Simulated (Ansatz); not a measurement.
# AlN (P6_3mc): phonons and vibrational spectra, part 2 of 3

Aim: the vibrations of AlN (P6_3mc), their spectra, and whether the structure is stable.

Ansatz 0.2.0; DFT LDA, scalar-relativistic, plane waves, PAW; PAW set soft_1.

So far. Step 3 (Tight relaxation, k-mesh 9×9×4): The largest force component left is 0.021 meV/Å and the pressure is -0.002 GPa, within the tolerances set. The cell now holds 10.21 Å³/atom. The relaxed cell has a = 3.089, c = 4.943 Å (conventional setting).

The database entry behind the starting cell differs from later determinations by our own check (inner coordinate u about 0.002 short), so it need not match the best structure at ambient conditions.

## 4. A first phonon run

The phonons are first tried on the mesh that the gap suggested.

input.yaml

```yaml
crystal:
  lattice:
    - [3.0886284848, 0.0, 0.0]
    - [-1.5443142424, 2.6748307307, 0.0]
    - [0.0, 0.0, 4.9431174619]
  atoms:
    - { symbol: Al, position: [0.3333333333, 0.6666666667, -0.0009910975] }
    - { symbol: Al, position: [0.6666666667, 0.3333333333, 0.4990089025] }
    - { symbol: "N", position: [0.3333333333, 0.6666666667, 0.3809910975] }
    - { symbol: "N", position: [0.6666666667, 0.3333333333, 0.8809910975] }
kpoints:
  mp_grid: { grid: [9, 9, 4] }
hamiltonian:
  xc: lda
  pseudopotentials: { kind: paw, azcp: { folder: soft_1 }, xc_functional: pbe }
scf:
  occupations: { method: fixed }
output:
  eigenvalues: true
phonons:
  method: dfpt
  dielectric: true
  rigid_motions: translations
```

The run is started by

```console
$ ansatz run input.yaml --threads 4 --pin off --max-ram 16384MiB --backend cpu --events-out ev --progress --plain --runs-dir out
```

Numbers of over 12 decimals in the logs are rounded to 6 here.

The program printed:

```text
[...]
Crystal: 4 atoms, lattice volume = 40.838 Å³
Basis set: ecut = 420 eV, 785 PW (Γ), exchange–correlation on 48×48×72 points (8 copies of the dense FFT grid, shifted against one another)
Bands: 12, of which v1, the nominal top of the filled ones, is band 8 counted from 1 (7 counted from 0)
Symmetry: 12 space group operations
k-points: 95 of 324 (irreducible under 2 space group operations, time reversal used)
[...]
optical modes at Γ + LO–TO along q̂ = [1.0000, 0.0000, 0.0000]:
      ω (cm⁻¹)  modes    IR ((D/Å)²/amu)
[...]
optical modes at Γ + LO–TO along q̂ = [0.0000, 1.0000, 0.0000]:
      ω (cm⁻¹)  modes    IR ((D/Å)²/amu)
[...]
optical modes at Γ + LO–TO along q̂ = [0.0000, 0.0000, 1.0000]:
      ω (cm⁻¹)  modes    IR ((D/Å)²/amu)
[...]
667.61      2             0.0000
        678.89      2            63.8000
        729.81      1             0.0000
        890.94      1            36.1122
[key lines of the parts left out:]
SCF converged after 8 iterations
Free energy (F): -1779.712722 eV
Fermi energy:    7.095403 eV
```

Run time: 15 s. Hardware: 4 threads of Arm Neoverse V1, shared host; peak memory 0.48 GiB; 57 s of CPU time.

This step gave:

```
sum-rule residual before enforcement                    : 6.36e-5 eV/Å²
miss of the charge sum rule                             : 0.001153 e
estimated error of the dielectric tensor                : 0.01281
estimated error of the Born charges                     : 0.01087 e
point group                                             : 6mm
highest optical mode at the zone centre (no LO-TO term) : 729.8 cm⁻¹
lowest optical zone-centre mode                         : 239.6 cm⁻¹
mean high-frequency dielectric constant                 : 4.473
largest Born charge (third of the trace)                : 2.579 e
mean static dielectric constant                         : 8.513
top of the zone-centre spectrum with the field          : 916.3 cm⁻¹
```

The highest optical mode at Γ without the field comes at 729.8 cm⁻¹, but the log warns of the mesh: “the force constants stand on the 9×9×4 k-mesh, whose period is 12.82 times the interband length at k = (0.0000, 0.0000, 0.0000), direct gap 4.416 eV, under 14: take them and everything formed from them as unconverged”.

## 5. Relaxing to small forces for the phonons, k-mesh 12×12×6

The k mesh is raised to 12×12×6 since a zone-centre run on the first mesh warned that it was too coarse for the force constants, and the cell is relaxed again on it.

Changes to input.yaml since step 4:

```diff
@@ -11,3 +11,3 @@
 kpoints:
-  mp_grid: { grid: [9, 9, 4] }
+  mp_grid: { grid: [12, 12, 6] }
 hamiltonian:
@@ -18,6 +18,9 @@
 output:
+  forces: true
+  stress: true
   eigenvalues: true
-phonons:
-  method: dfpt
-  dielectric: true
-  rigid_motions: translations
+relax:
+  adjacent_minimum: "off"
+  f_tol: 0.001
+  max_steps: 60
+  cell: { stress_tol: 0.01 }
```

The program printed:

```text
[...]
Crystal: 4 atoms, lattice volume = 40.838 Å³
Basis set: ecut = 420 eV, 785 PW (Γ)
Bands: 12, of which v1, the nominal top of the filled ones, is band 8 counted from 1 (7 counted from 0)
Symmetry: 12 space group operations
[...]
k-points: 76 of 864 (time reversal used)
[...]
--- Relaxed structure (1 steps of the walk, 1 accepted, 1 SCFs on fresh bases) ---
[...]
cell:  # Å, volume = 40.8379 Å³
    - [3.088628, 0.0, 0.0]
    - [-1.544314, 2.674831, 0.0]
    - [0.0, 0.0, 4.9431174619]
  atoms:
    - { symbol: Al, position: [0.333333, 0.666667, -0.0009910975] }
    - { symbol: Al, position: [0.666667, 0.333333, 0.4990089025] }
    - { symbol: N, position: [0.333333, 0.666667, 0.380991] }
    - { symbol: N, position: [0.666667, 0.333333, 0.880991] }
[key lines of the parts left out:]
SCF converged after 5 iterations
Free energy (F): -1779.712760 eV
Fermi energy:    7.095411 eV
P = ⅓ Tr σ = -0.0007 GPa (-0.007 kbar)
```

It took 2.6 s on 4 threads; peak memory 0.35 GiB; 9.7 s of CPU time.

Little changed from the start: no atom moved by 0.005 Å and no cell edge by 0.1 %.

Numbers from this step:

```
pressure : -6.62e-4 GPa
```

The largest force component left is 0.028 meV/Å and the pressure is -0.001 GPa, within the tolerances set. The cell now holds 10.21 Å³/atom.

## 6. Linear response at the zone centre

The zone centre comes first: it holds the modes that light can see, as far as symmetry allows. The response to a homogeneous field gives the Born charges and the dielectric tensor.

Changes to input.yaml since step 5:

```diff
@@ -18,9 +18,6 @@
 output:
-  forces: true
-  stress: true
   eigenvalues: true
-relax:
-  adjacent_minimum: "off"
-  f_tol: 0.001
-  max_steps: 60
-  cell: { stress_tol: 0.01 }
+phonons:
+  method: dfpt
+  dielectric: true
+  rigid_motions: translations
```

The program printed:

```text
[...]
Crystal: 4 atoms, lattice volume = 40.838 Å³
Basis set: ecut = 420 eV, 785 PW (Γ), exchange–correlation on 48×48×72 points (8 copies of the dense FFT grid, shifted against one another)
Bands: 12, of which v1, the nominal top of the filled ones, is band 8 counted from 1 (7 counted from 0)
Symmetry: 12 space group operations
k-points: 242 of 864 (irreducible under 2 space group operations, time reversal used)
[...]
SCF iter   1: F=—  HF=-1782.778225 eV  |F-HF|=—  |Δ(HF+E_count)|=         —  Δρ=1.38e-1  dr2=9.31e0  ethr=3.10e-3  ⟨swp⟩=4.8  Hψ=15756  notcnv=0  defer=207
[...]
SCF iter   8: F=-1779.712761 eV  HF=-1779.712761 eV  |F-HF|=3.52e-11  |Δ(HF+E_count)|=  8.75e-11  Δρ=4.19e-7  dr2=5.01e-11  ethr=1.00e-12  ⟨swp⟩=7.0  Hψ=17007  notcnv=0
SCF 1 converged in 8 iterations: F = -1779.712761 eV  dr2 = 5.01e-11
[...]
Bands: 9, of which v1, the nominal top of the filled ones, is band 8 counted from 1 (7 counted from 0)
k-points: 126 of 864 (irreducible under 4 space group operations, time reversal used)
[...]
Eigensolver: Dense (126 Hₖ)
SCF iter   1: F=—  HF=-1779.715040 eV  |F-HF|=—  |Δ(HF+E_count)|=         —  Δρ=4.24e-4  dr2=1.01e-5  ethr=1.00e-1
[...]
SCF iter   4: F=-1779.715041 eV  HF=-1779.715041 eV  |F-HF|=3.01e-10  |Δ(HF+E_count)|=   3.15e-7  Δρ=5.96e-6  dr2=3.89e-9  ethr=7.33e-9
SCF 1 converged in 4 iterations: F = -1779.715041 eV  dr2 = 3.89e-9
[...]
SCF converged after 8 iterations
Free energy (F): -1779.712761 eV
[...]
Internal energy: -1779.712761 eV  (E = F + TS)
E sigma→0 (E₀):  -1779.712761 eV
Fermi energy:    7.095413 eV
[...]
--- Band table (eV; the first three rows and the last of 242) ---
  k-point 0: bands = [... 4 lower, 6.2090, 6.8672, 6.8672, 7.0954, 11.5112, 13.8318, 17.7540, 18.2026]
  k-point 1: bands = [... 4 lower, 6.2507, 6.4978, 6.8206, 6.8206, 11.9885, 13.9061, 17.5744, 18.1707]
  k-point 2: bands = [... 4 lower, 6.3658, 6.3658, 6.6950, 6.6950, 12.9181, 13.9914, 17.2794, 18.2228]
  k-point 241: bands = [... 4 lower, 4.0362, 4.0362, 6.1101, 6.1101, 13.7106, 13.7106, 16.0878, 16.0878]
[...]
ASR residual: 6.200e-5 → 0.000e0 eV/Å²; symmetrization residual: 4.442e-6 eV/Å²
  ASR residual per site (eV/Å²): 5.69e-5 5.69e-5 6.20e-5 6.20e-5
[...]
ε∞ (high-frequency dielectric tensor):
        4.398591     0.000000     0.000000
        0.000000     4.398591     0.000000
        0.000000     0.000000     4.621345
  ε⁰ (static dielectric tensor: ions relaxed, cell fixed):
        8.013043     0.000000     0.000000
        0.000000     8.013043     0.000000
        0.000000     0.000000     9.510976
  ε⁰ − ε∞ (ionic part):
        3.614452     0.000000     0.000000
        0.000000     3.614452     0.000000
        0.000000     0.000000     4.889631
[...]
Born effective charges Z* (e; rows j = field, columns β = displacement):
    site 0:
         2.52470    0.00000   -0.00000
         0.00000    2.52470    0.00000
        -0.00000    0.00000    2.68578
    site 1:
         2.52470    0.00000   -0.00000
         0.00000    2.52470   -0.00000
         0.00000   -0.00000    2.68578
    site 2:
        -2.52470   -0.00000    0.00000
        -0.00000   -2.52470   -0.00000
         0.00000   -0.00000   -2.68578
    site 3:
        -2.52470    0.00000   -0.00000
        -0.00000   -2.52470    0.00000
        -0.00000    0.00000   -2.68578
  Z* charge neutrality: 2.874e-4 e pre-enforcement
[...]
optical modes at Γ without the LO–TO term, one row a degenerate level:
      ω (cm⁻¹)  modes    IR ((D/Å)²/amu)
        239.53      2             0.0000
        553.57      1             0.0000
        620.94      1            36.0980
        667.54      2             0.0000
        678.90      2            63.7956
        729.82      1             0.0000
  optical modes at Γ + LO–TO along q̂ = [1.0000, 0.0000, 0.0000]:
      ω (cm⁻¹)  modes    IR ((D/Å)²/amu)
        239.53      2             0.0000
        553.57      1             0.0000
        620.94      1            36.0980
        667.54      2             0.0000
        678.90      1            31.8978
        729.82      1             0.0000
        916.32      1            31.8978
  optical modes at Γ + LO–TO along q̂ = [0.0000, 1.0000, 0.0000]:
      ω (cm⁻¹)  modes    IR ((D/Å)²/amu)
        239.53      2             0.0000
        553.57      1             0.0000
        620.94      1            36.0980
        667.54      2             0.0000
        678.90      1            31.8978
        729.82      1             0.0000
        916.32      1            31.8978
  optical modes at Γ + LO–TO along q̂ = [0.0000, 0.0000, 1.0000]:
      ω (cm⁻¹)  modes    IR ((D/Å)²/amu)
        239.53      2             0.0000
        553.57      1             0.0000
        667.54      2             0.0000
        678.90      2            63.7956
        729.82      1             0.0000
        890.80      1            36.0980
```

Run time: 34 s. Hardware: 4 threads; peak memory 0.73 GiB; 2.2 min of CPU time.

The column dr2 measures how far the density is from self-consistency, as an energy; F and HF (Harris–Foulkes) agree once it is small.

Numbers from this step:

```
sum-rule residual before enforcement     : 6.20e-5 eV/Å²
miss of the charge sum rule              : 2.87e-4 e
estimated error of the dielectric tensor : 0.01306
estimated error of the Born charges      : 0.009680 e
lowest optical zone-centre mode          : 239.5 cm⁻¹
largest Born charge (third of the trace) : 2.578 e
mean static dielectric constant          : 8.512
```

Without the LO-TO term. Patterns of degenerate modes are one choice out of their space. Modes at Γ, with each element's share of the kinetic energy:

```csv
mode,frequency (cm⁻¹),symmetry,Al %,N %
1,0.0,acoustic,66,34
2,0.0,acoustic,66,34
3,0.0,acoustic,66,34
4,239.5,E2,71,29
5,239.5,E2,71,29
6,553.6,B1,100,0
7,620.9,A1,34,66
8,667.5,E2,29,71
9,667.5,E2,29,71
10,678.9,E1,34,66
11,678.9,E1,34,66
12,729.8,B1,0,100
```

Displacements in mode 4 (239.5 cm⁻¹), the largest set to 1:
```
Al1  0.00 -1.00  0.00
Al2  0.00  1.00  0.00
N3   0.00  0.89  0.00
N4   0.00 -0.89  0.00
```

Displacements in mode 11 (678.9 cm⁻¹), the largest set to 1:
```
Al1  0.00 -0.52  0.00
Al2  0.00 -0.52  0.00
N3   0.00  1.00  0.00
N4   0.00  1.00  0.00
```

Optical modes at the zone centre, without and with the macroscopic field of the longitudinal modes; each column is sorted by frequency, so a row need not hold one and the same mode. Modes with and without the field, by row:

```csv
rank among optical modes,no field (cm⁻¹),"q along (1, 0, 0) (cm⁻¹)","q along (0, 0, 1) (cm⁻¹)"
1,239.5,239.5,239.5
2,239.5,239.5,239.5
3,553.6,553.6,553.6
4,620.9,620.9,667.5
5,667.5,667.5,667.5
6,667.5,667.5,678.9
7,678.9,678.9,678.9
8,678.9,729.8,729.8
9,729.8,916.3,890.8
```

Born charge (rows field, columns displacement) (e), principal values of the symmetric part by kind of site:

```csv
atom,atoms with these values,low,middle,high,mean
Al1,2,2.52,2.52,2.69,2.58
N3,2,-2.69,-2.52,-2.52,-2.58
```

In full for Al1:

```
2.52 0.00 0.00
0.00 2.52 0.00
0.00 0.00 2.69
```

High-frequency dielectric tensor:

```
4.40 0.00 0.00
0.00 4.40 0.00
0.00 0.00 4.62
```

Static dielectric tensor (ions relaxed, fixed cell):

```
8.01 0.00 0.00
0.00 8.01 0.00
0.00 0.00 9.51
```

Transverse modes. Lines of the infrared spectrum (strongest = 100):

```csv
position (cm⁻¹),label,relative intensity
240,E2,0.0
554,B1,0.0
621,A1,57
668,E2,0.0
679,E1,100
730,B1,0.0
```

Before it was imposed, the acoustic sum rule was missed by 6.2e-5 eV/Å² and the charge sum rule by 2.9e-4 e. Small misses are needed for a sound result but don't prove that mesh and cutoff are converged. Against the first mesh the highest mode moved by +0.0 cm⁻¹. The lowest optical mode is real, 240 cm⁻¹.

[end of part 2 of 3]

[Logs are printed without paths, hosts, clocks, repeated set-up lines and the standing remarks that a program may print on its own settings, such as how far it seeks lower states.]

[Hosts, paths, dates, database ids (printed as entryN), source tags and the programs' standing remarks are cut or masked in the printed files.]
